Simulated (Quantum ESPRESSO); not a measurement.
## Co: energy over the lowest, no spin polarisation against volume, fitted and tested on a withheld row

System: Co, 2 Co in the cell, space group P6_3/mmc. From the study “How volume moves the moments of Co”.

Method: PBE; plane waves with GBRV 1.5 PBE potentials (Quantum ESPRESSO 7.5). Settings shared by all rows: cutoff 544.23 eV, 16×16×8 k-mesh, fermi-dirac occupations, smearing width 0.05 eV. Only a parallel start was run beside the spinless one, so opposed or spiral orders, which may lie lower, are not probed.

Computed values, one withheld:

```
volume (factor)  energy over the lowest, no spin polarisation (meV an atom)
           0.91                                                       258.1
           0.94                                                       254.4
           0.97                                                       266.9
              1                                                       292.9
           1.03                                                           ?
           1.06                                                       376.1
           1.09                                                       429.8
```

Q: Fit the rows given and predict the energy over the lowest, no spin polarisation at volume = 1.03 factor.

**Law.** Energy against volume follows the Birch–Murnaghan form, which is a polynomial in the Eulerian strain: third order, a cubic in t = (V/1)^(−2/3) − 1. In symbols, E = c0 + c1 t + c2 t² + c3 t³, with energy over the lowest, no spin polarisation in meV an atom.

**Fit.** Least squares on 6 rows gives c0 = 292.882, c1 = -1592.83, c2 = 15806 and c3 = 7404.11.

```
volume (factor)          t  computed     fit  computed − fit
           0.91   0.064892     258.1  258.10            0.00
           0.94   0.042113     254.4  254.39            0.01
           0.97   0.020514     266.9  266.92           -0.02
              1          0     292.9  292.88            0.02
           1.06  -0.038101     376.1  376.11           -0.01
           1.09  -0.055833     429.8  429.80            0.00
```

The slope vanishes at t = 0.04872, so the minimum lies at V = 1 × (1 + t)^(−3/2) = 0.9311. That is the minimum of this magnetic state alone.

Shape and fractional positions are held, so this modulus can lie above that of a cell free to relax.

**Prediction.** At volume = 1.03 factor, t = -0.019513, so the law predicts 329.93 meV an atom. The computed value is 329.9 meV an atom, within one unit of its last digit of the prediction. The row lies between fitted rows, so this is an interpolation. The miss is of the size of the rounding of the printed values.

[Logs and program files are shortened in this print: banners, set-up blocks, solver, clock and traceback lines can be left out without a mark of their own.]

[Logs are printed without paths, hosts, clocks, repeated set-up lines and the standing remarks that a program may print on its own settings, such as how far it seeks lower states.]

[Hosts, paths, dates, database ids (printed as entryN), source tags and the programs' standing remarks are cut or masked in the printed files.]

[Where a cell is said to come from a database of computed structures, the database is the Materials Project.]
